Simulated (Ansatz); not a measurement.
# Formation energy and levels of the vacancy V_Zn in ZnS (F-43m)

Wanted: the transition levels of a vacancy in ZnS (F-43m), from a cell of 54 host atoms with 1 Zn taken out.

Method: place-levels on r2SCAN runs: charge-transition levels and formation energies with image-charge correction and potential alignment at the atomic sites; PAW set soft_1, in Ansatz 0.2.0.

## Step 1: The structure

The cell holds 53 atoms: 26 Zn and 27 S. Its edges and angles: a = 11.092 Å, b = 11.092 Å, c = 11.092 Å, α = 60.0°, β = 60.0°, γ = 60.0°. It derives from ZnS (space group F-43m). Nearest the centre at fractional (0.667, 0.333, 0.667): S22 at 2.26 Å, S40 at 2.26 Å, S24 at 2.26 Å, S28 at 2.26 Å, Zn43 at 3.70 Å, Zn37 at 3.70 Å, Zn25 at 3.70 Å, Zn11 at 3.70 Å.

Known beforehand: the electronic dielectric constant, 6.09, and the static one, 9.21, computed on the host (DFPT, PBEsol, on the r2SCAN cell), and a cell off the functional's own equilibrium shifts the ionic part.

The relaxed host is scaled by −3.0 % along all axes; the dielectric constants are those of the unstrained host.

The cell's shortest repeat is 11.1 Å.

## Step 2: What was run first

Levels follow from differences of total energies between charge states, each relaxed by itself.

Random displacements of about 0.05 Å break the site symmetry at the start, so that the relaxation can reach a distorted minimum if there is one. Forces are taken at one point at (¼, ¼, ¼). The cell holds 2 electrons more than the neutral one, with a uniform background that keeps it neutral on the whole.

The sampling was tested on the host first: at the k-points planned (1x1x1 shifted 0.25 0.25 0.25) its energy lies 0.057 eV an atom from the dense-mesh value, so the final energies take a denser sampling.

One of the inputs; charge, spin and start change from state to state.

Input file qm2.relax/input.yaml:

```yaml
crystal:
  lattice:
    - [0.0, 7.84291917, 7.84291917]
    - [7.84291917, 0.0, 7.84291917]
    - [7.84291917, 7.84291917, 0.0]
  atoms:
    - { symbol: Zn, position: [0.0, 0.0, 0.0] }
    - { symbol: S, position: [0.25, 0.25, 0.25] }
[... 2 atom lines left out ...]
    - { symbol: Zn, position: [0.0, 0.0, 0.66666667] }
[... 3 atom lines left out ...]
    - { symbol: Zn, position: [0.0, 0.33333333, 0.33333333] }
[... 1 atom line left out ...]
    - { symbol: Zn, position: [0.0, 0.33333333, 0.66666667] }
    - { symbol: S, position: [0.25, 0.58333333, 0.91666667] }
[... 9 atom lines left out ...]
    - { symbol: S, position: [0.58333333, 0.25, 0.58333333] }
[... 1 atom line left out ...]
    - { symbol: S, position: [0.58333333, 0.25, 0.91666667] }
    - { symbol: Zn, position: [0.33333333, 0.33333333, 0.0] }
[... 2 atom lines left out ...]
    - { symbol: S, position: [0.58333333, 0.58333333, 0.58333333] }
    - { symbol: Zn, position: [0.33333333, 0.33333333, 0.66666667] }
    - { symbol: S, position: [0.58333333, 0.58333333, 0.91666667] }
[... 4 atom lines left out ...]
    - { symbol: Zn, position: [0.33333333, 0.66666667, 0.66666667] }
[... 1 atom line left out ...]
    - { symbol: Zn, position: [0.66666667, 0.0, 0.0] }
[... 2 atom lines left out ...]
    - { symbol: S, position: [0.91666667, 0.25, 0.58333333] }
    - { symbol: Zn, position: [0.66666667, 0.0, 0.66666667] }
    - { symbol: S, position: [0.91666667, 0.25, 0.91666667] }
    - { symbol: Zn, position: [0.66666667, 0.33333333, 0.0] }
[... 1 atom line left out ...]
    - { symbol: Zn, position: [0.66666667, 0.33333333, 0.33333333] }
[... 4 atom lines left out ...]
    - { symbol: Zn, position: [0.66666667, 0.66666667, 0.33333333] }
[... 1 atom line left out ...]
    - { symbol: Zn, position: [0.66666667, 0.66666667, 0.66666667] }
    - { symbol: S, position: [0.91666667, 0.91666667, 0.91666667] }
  host:
    repeats: [3, 3, 3]
    atoms:
      - { symbol: Zn, position: [0.0, 0.0, 0.0] }
      - { symbol: S, position: [0.75, 0.75, 0.75] }
total_charge: -2
basis:
  ecutwfc: 500
  xc_grid: 2
hamiltonian:
  xc: r2scan
  pseudopotentials: { kind: paw, azcp: { folder: soft_1 } }
kpoints:
  mp_grid: { grid: [1, 1, 1], shift: [0.25, 0.25, 0.25] }
scf:
  occupations: { method: fixed }
  max_iter: 60
output:
  forces: true
  charged_corrections:
    epsilon: 6.09
    static_epsilon: 9.21
    defect_position: [0.666667, 0.333333, 0.666667]
relax:
  f_tol: 0.02
  max_steps: 80
  random_displacement: { amplitude: 0.05, seed: 7647 }
checkpoint:
  write: "../qm2.relax.run"
  compress: false
  write_wavefunctions: true
  write_every: 100000
```

Launch:

```console
$ ansatz run input.yaml --threads 4 --pin off --max-ram 15073MiB --backend cpu --events-out ev --progress --plain --runs-dir out
```

The relaxed structure is kept and the sampling changed to a 2×2×2 shifted mesh.

The run of this state that the levels use, under r2SCAN:

Input file qm2.point/input.yaml:

```yaml
crystal:
  checkpoint: "../qm2.relax.run"
  host: checkpoint
total_charge: -2
basis:
  ecutwfc: 500
  xc_grid: 2
hamiltonian:
  xc: r2scan
  pseudopotentials: { kind: paw, azcp: { folder: soft_1 } }
kpoints:
  mp_grid: { grid: [2, 2, 2], shift: [0.5, 0.5, 0.5] }
scf:
  occupations: { method: fermi_dirac, width: 0.01 }
  max_iter: 60
output:
  forces: true
  eigenvalues: true
  charged_corrections:
    epsilon: 6.09
    static_epsilon: 9.21
    defect_position: [0.666667, 0.333333, 0.666667]
  eigenstates: { localisation: true }
  populations: true
checkpoint:
  read: "../qm2.relax.run"
  write: "../qm2.point.run"
  compress: false
  write_wavefunctions: false
  write_every: 100000
```

Relaxations under r2SCAN at one point at (¼, ¼, ¼); times on 4 threads of Arm Neoverse V2, shared host:

| charge | moment (μB) | occupations | outcome | steps | largest displacement against the far atoms (Å) | time |
| --- | --- | --- | --- | --- | --- | --- |
| −2 | 0 | fixed | converged | 6 | 0.24 | 2.4 min |
| −1 | 1 | fixed | not converged | - | - | 2.9 min |
| −1 | 1 | fermi-dirac | converged | 6 | 0.27 | 10 min |
| 0 | 0 | fixed | converged | 6 | 0.27 | 3.7 min |
| +1 | 1 | fixed | converged | 8 | 0.29 | 14 min |
| 0 | 2 | fixed | converged | 7 | 0.28 | 6.4 min |

Single points under r2SCAN at a 2×2×2 shifted mesh; times on 4 threads of Arm Neoverse V2, shared host:

```
charge  moment (μB)  occupations    outcome     time
    −2            0  fermi-dirac  converged    2 min
    −1            1  fermi-dirac  converged  7.3 min
     0            0  fermi-dirac  converged  3.2 min
    +1            1  fermi-dirac  converged  6.2 min
     0            2  fermi-dirac  converged  6.1 min
```

Distances (Å) from the ideal centre to the nearest atoms after relaxation with r2SCAN:

| charge | moment (μB) | 1. | 2. | 3. | 4. | 5. | 6. |
| --- | --- | --- | --- | --- | --- | --- | --- |
| −2 | 0 | S 2.03 | S 2.10 | S 2.10 | S 2.10 | Zn 3.59 | Zn 3.59 |
| −1 | 1 | S 1.99 | S 2.12 | S 2.12 | S 2.12 | Zn 3.58 | Zn 3.58 |
| 0 | 0 | S 2.00 | S 2.11 | S 2.11 | S 2.12 | Zn 3.60 | Zn 3.60 |
| 0 | 2 | S 1.99 | S 2.12 | S 2.13 | S 2.13 | Zn 3.59 | Zn 3.59 |
| +1 | 1 | S 1.99 | S 2.11 | S 2.11 | S 2.12 | Zn 3.60 | Zn 3.60 |

## Step 3: place-levels, r2SCAN

A charged cell interacts with its images and the background, and its potential has another zero than the host's. place-levels removes the first by a point-charge model, screened by the static dielectric constant since the ions have relaxed around the charge, and the second by comparing potentials at atoms far from the defect.

The host is a run of the defect-free crystal in the same cutoffs, grids and k-points, so that basis and sampling errors cancel in part in the differences. The host is run in a cell of 2 atoms on a matching mesh. Its band edges are searched through the zone by a band path, so the gap is smaller than, or equal to, that on the mesh. Chemical potentials are energies per atom of Zn (hcp), run with the same functional and cutoff.

Input file levels.point.yaml:

```yaml
host:
  run: host.point.run
states: [qm2.point.run, qm1_M1.point.run, q0.point.run, qp1_M1.point.run, q0_M2.point.run]
geometry_from:
  qm2.point.run: qm2.relax.run
  qm1_M1.point.run: qm1_M1.relax_smeared.run
  q0.point.run: q0.relax.run
  qp1_M1.point.run: qp1_M1.relax.run
  q0_M2.point.run: q0_M2.relax.run
  host.point.run: host.relax.run
chemical_potentials:
  Zn:
    energy: -3325.676395
    dataset: "<sha256 of the dataset>"
epsilon: 6.09
static_epsilon: 9.21
vertical:
  - { from: qm2.point.run, to: qm2.point_neutral.run }
  - { from: qm1_M1.point.run, to: qm1_M1.point_neutral.run }
  - { from: qp1_M1.point.run, to: qp1_M1.point_neutral.run }
```

Launch:

```console
$ ansatz place-levels levels.point.yaml -- --threads 4 --pin off --max-ram 15073MiB
```

Numbers of over 12 decimals in the logs are rounded to 6 here.

The program printed:

```text
[... repeated set-up lines and file paths are left out, and long positions are rounded to six places ...]
(+1/0) 0.029 eV beneath the valence edge (-0.206 eV without the band-filling correction), in the valence band
(0/-1) 0.170 eV above the valence edge, 2.955 eV under the conduction edge
(-1/-2) 0.629 eV above the valence edge, 2.496 eV under the conduction edge
formation energy of charge +1: +3.985 eV with the Fermi level at the valence edge
formation energy of charge 0: +3.955 eV with the Fermi level at the valence edge
formation energy of charge -1: +4.125 eV with the Fermi level at the valence edge
formation energy of charge -2: +4.754 eV with the Fermi level at the valence edge
vertical -2 to 0: no energy, since no alignment is typed
  the change from vertical[0].from (qm2.point.run) to vertical[0].to (qm2.point_neutral.run): by its potential at epsilon 6.09 it stands at 0.617 0.283 0.617, with an rms radius of about 4.3 Å (2.5 2.5 2.5 Å across the planes of the cell's vectors); [...]
vertical -1 to 0: no energy, since no alignment is typed
  the change from vertical[1].from (qm1_M1.point.run) to vertical[1].to (qm1_M1.point_neutral.run): by its potential at epsilon 6.09 it stands at 0.612 0.278 0.613, with an rms radius of about 4.8 Å (2.8 2.8 2.8 Å across the planes of the cell's vectors); [...]
vertical +1 to 0: no energy, since no alignment is typed
  the change from vertical[2].from (qp1_M1.point.run) to vertical[2].to (qp1_M1.point_neutral.run): by its spins about the atoms it stands at 0.610 0.277 0.611, with an rms radius of about 3.4 Å (2.0 2.0 2.0 Å across the planes of the cell's vectors); [...]
  edges by r2scan, gap 3.125 eV; the host is sampled to repeats of 22.18 Å
  the defect's cells are sampled to repeats of 22.18 Å, like sampling
  charge +1: -110977.9189 eV with its correction of -0.264 eV, at epsilon 9.21, aligned at sites: -0.4921 eV, mean over 19 atomic sites at or beyond 5.55 Å from the defect at [0.6667, 0.3333, 0.6667], with +0.000000 for the charge's moments and without [...]
  states[3] (qp1_M1.point.run): levels filled in part (TS 0.005 eV): its energy is of no whole electron's
  charge 0: +0.000 eV for its dipole among its images, +0.000 omitted
  states[2] (q0.point.run): levels filled in part (TS 0.011 eV): its energy is of no whole electron's
  charge -1: -110964.2366 eV with its correction of +0.511 eV, at epsilon 9.21, aligned at sites: -0.2827 eV, mean over 19 atomic sites at or beyond 5.55 Å from the defect at [0.6667, 0.3333, 0.6667], with +0.000000 for the charge's moments and without [...]
  states[1] (qm1_M1.point.run): levels filled in part (TS 0.005 eV): its energy is of no whole electron's
  charge -2: -110956.7480 eV with its correction of +1.319 eV, at epsilon 9.21, aligned at sites: -0.2025 eV, mean over 19 atomic sites at or beyond 5.55 Å from the defect at [0.6667, 0.3333, 0.6667], with +0.000000 for the charge's moments and without [...]
  charge 0: states[4] (q0_M2.point.run) stands 0.052 eV higher, with a moment of 2.00 μB against 0.00
  of states[3] (qp1_M1.point.run): it parts from the run at its places by a charge that spreads by about 2 Å along one vector (1.6 Å or more is wide), by the spins about the atoms, where the cell does not tell a trapped carrier from a band state. [...]
  of states[2] (q0.point.run): its alignment with the host at atomic sites is doubtful: the mean over the far sites moves by -0.0814 eV from their farther parts to their nearer, more than 0.05 eV. [...]
  of states[1] (qm1_M1.point.run): it parts from the run at its places by a charge that spreads by about 2.8 Å along one vector (1.6 Å or more is wide), by its potential at epsilon 6.09, taken for that of held ions (one typed too small widens it), where the [...]
  of states[0] (qm2.point.run): it parts from the run at its places by a charge that spreads by about 2.5 Å along one vector (1.6 Å or more is wide), by its potential at epsilon 6.09, taken for that of held ions (one typed too small widens it), where the cell [...]
  of states[4] (q0_M2.point.run): its alignment with the host at atomic sites is doubtful: the mean over the far sites moves by -0.1459 eV from their farther parts to their nearer, more than 0.05 eV. [...]
  of vertical[0].from (qm2.point.run): it parts from the run at its places by a charge that spreads by about 2.5 Å along one vector (1.6 Å or more is wide), by its potential at epsilon 6.09, taken for that of held ions (one typed too small widens it), where [...]
  vertical[0].to (qm2.point_neutral.run): levels filled in part (TS 0.012 eV): its energy is of no whole electron's
  vertical[1].from (qm1_M1.point.run): levels filled in part (TS 0.005 eV): its energy is of no whole electron's
  of vertical[1].from (qm1_M1.point.run): stability_check_not_made; [...]
  vertical[1].to (qm1_M1.point_neutral.run): levels filled in part (TS 0.011 eV): its energy is of no whole electron's
  vertical[2].from (qp1_M1.point.run): levels filled in part (TS 0.005 eV): its energy is of no whole electron's
  of vertical[2].from (qp1_M1.point.run): stability_check_not_made; [...]
  vertical[2].to (qp1_M1.point_neutral.run): levels filled in part (TS 0.010 eV): its energy is of no whole electron's
```

Run time: 0.4 s. Hardware: 4 threads of Arm Neoverse V2, shared host.

Levels between the charges placed, in eV above the valence top:

```csv
,gap (eV),(+1/0),(0/−1),(−1/−2)
r2SCAN,3.13,-0.03,0.17,0.63
```

Corrections by state:

```csv
charge,moment (μB),image terms and alignment (eV),band filling (eV),ε used,"over the lowest of its charge, as the program ranks them, band filling apart (eV)"
+1,1.0,-0.264,-0.177,9.21,0.000
0,0.0,0.000,-,-,0.000
−1,1.0,0.511,-,9.21,0.000
−2,0.0,1.319,-,9.21,0.000
0,2.0,0.000,-,-,0.052
```

The charged structures listed were also run neutral, and place-levels reads from each pair, by the potential or the spins, how wide the charge is by which they differ; that can be the carrier of either run.

```csv
charge,rms radius (Å),spread where it is widest against the cell (Å),wide from (Å),reading
+1,3.4,2.01,1.57,wide
−1,4.8,2.81,1.57,wide
−2,4.3,2.46,1.57,wide
```

The neutral runs of these pairs need not share the spin of the lowest neutral state, and very wide values only mean spread over the cell.

From the program's caveats on the states, each cut to its opening words:

- charge +1 (1 μB): it parts from the run at its places by a charge that spreads by about 2 Å along one vector (1.6 Å or more is wide), by the spins about the atoms, where the [...]
- charge +1 (1 μB): a band-filling correction moves a carrier to the host's band edge, which changes its energy by -0.177 eV
- charge +1 (1 μB): its alignment with the host at atomic sites is doubtful: the mean over the far sites moves by -0.1364 eV from their farther parts to their nearer, more than [...]
- charge +1 (1 μB): the host's ions (past the first shell or, of a walk that freed a part, those that it held) aren't shown at rest: they stand up to 0.129 Å off their sites, 3.27 [...]
- charge +1 (1 μB), −1 (1 μB), 0 (2 μB): flagged: stability check not made
- charge 0: its alignment with the host at atomic sites is doubtful: the mean over the far sites moves by -0.0814 eV from their farther parts to their nearer, more than [...]
- charge −1 (1 μB): it parts from the run at its places by a charge that spreads by about 2.8 Å along one vector (1.6 Å or more is wide), by its potential at epsilon 6.09, taken [...]
- charge −2: it parts from the run at its places by a charge that spreads by about 2.5 Å along one vector (1.6 Å or more is wide), by its potential at epsilon 6.09, taken [...]
- charge −2: its alignment with the host at atomic sites is doubtful: the mean over the far sites moves by +0.0503 eV from their farther parts to their nearer, more than [...]
- charge 0 (2 μB): its alignment with the host at atomic sites is doubtful: the mean over the far sites moves by -0.1459 eV from their farther parts to their nearer, more than [...]
- charge 0 (2 μB): its moments are held at its close (magnetization.spin_locking), by a field of 0.057 eV a Bohr magneton, and its energy and levels are of the state that this [...]

The host's formation energy from the elements is -0.943 eV per atom at this strain; it sets how far the chemical potentials can move.

Limit set by the element alone; other compounds of these elements are not counted. Chemical potentials from the elements' reference states: S 0.00 eV, Zn -1.89 eV. Formation energies (S-rich), with the Fermi level at the valence top and at the conduction bottom (gap 3.13 eV):

```
charge  at valence top (eV)  at conduction bottom (eV)  correction included (eV)
    +1                 2.10                       5.22                     -0.44
     0                 2.07                       2.07                      0.00
    −1                 2.24                      -0.89                      0.51
    −2                 2.87                      -3.38                      1.32
```

Fermi level (eV), lowest formation energy (eV) and a bar from the least value:
```
     0.00       2.07 ##############################
     0.28       1.96 #############################
     0.57       1.67 ############################
     0.85       1.17 #########################
     1.14       0.60 ######################
     1.42       0.03 ###################
     1.71      -0.54 ################
     1.99      -1.11 ############
     2.27      -1.68 #########
     2.56      -2.25 ######
     2.84      -2.81 ###
     3.13      -3.38
```

Limit set by the element alone; other compounds of these elements are not counted. Chemical potentials from the elements' reference states: Zn 0.00 eV, S -1.89 eV. Formation energy by charge state (Zn-rich; gap 3.13 eV):

| charge | at valence top (eV) | at conduction bottom (eV) | correction included (eV) |
| --- | --- | --- | --- |
| +1 | 3.98 | 7.11 | -0.44 |
| 0 | 3.96 | 3.96 | 0.00 |
| −1 | 4.12 | 1.00 | 0.51 |
| −2 | 4.75 | -1.50 | 1.32 |

Fermi level (eV), lowest formation energy (eV) and a bar from the least value:
```
     0.00       3.96 ##############################
     0.28       3.84 #############################
     0.57       3.56 ############################
     0.85       3.05 #########################
     1.14       2.48 ######################
     1.42       1.92 ###################
     1.71       1.34 ################
     1.99       0.77 ############
     2.27       0.21 #########
     2.56      -0.36 ######
     2.84      -0.93 ###
     3.13      -1.50
```

## Step 4: What came out

```yaml
gap_of_the_host: 3.13 eV (r2SCAN)
level_plus_1_over_0: 0.03 eV below the valence top (-0.21 eV above the valence top without the band-filling term)
level_0_minus_1: 0.17 eV above the valence top
level_minus_1_minus_2: 0.63 eV above the valence top
lowest_of_the_charges_placed_just_above_the_valence_top_0p02_ev: 0
lowest_of_the_charges_placed_just_below_the_conduction_bottom_0p02_ev: −2
lowest_formation_energy_at_mid_gap_of_the_charges_run_s_rich: -0.26 eV
lowest_formation_energy_at_mid_gap_of_the_charges_run_zn_rich: 1.63 eV
```

Of the charges placed (−2, −1, 0 and +1), the lowest changes at 0.17 eV (0/−1) and 0.63 eV (−1/−2) above the valence top, in a gap of 3.13 eV. (0/−1) and (−1/−2) lie nearer to a band edge than the share of the finite-size correction in them (0.51 and 0.81 eV), and that correction holds for a localised charge alone. Charges below −2 were not placed, so these runs say nothing of levels that involve them. States placed: +1 at 1 μB; 0 at 0 μB and 2 μB; −1 at 1 μB; −2 at 0 μB. Other spin states or structures, where not listed, weren't placed. The program finds carriers beyond a band edge of the host and adds a band-filling term at charge +1 (-0.18 eV); steps to such a charge show no bound level, and a defect level inside a band would be read the same way. The program doubts the alignment of potentials for at least one state, a sign that the cell is small. Keep in mind: r2SCAN makes the gap too small and tends to spread out bound carriers; force components of up to 0.22 eV/Å remain in a run at the final settings.

[Logs are printed without paths, hosts, clocks, repeated set-up lines and the standing remarks that a program may print on its own settings, such as how far it seeks lower states.]

[Hosts, paths, dates, database ids (printed as entryN), source tags and the programs' standing remarks are cut or masked in the printed files.]

[Where a table of states has a column of steps, it counts the stored structures, which are thinned; the runs took as many ionic steps or more.]

[A defect's name tells the site on which it was built; relaxed atoms can leave that site.]

[For some hosts the program warned that the k-mesh of the response run may be too coarse for force constants and the static dielectric constant; such warnings are not shown here.]
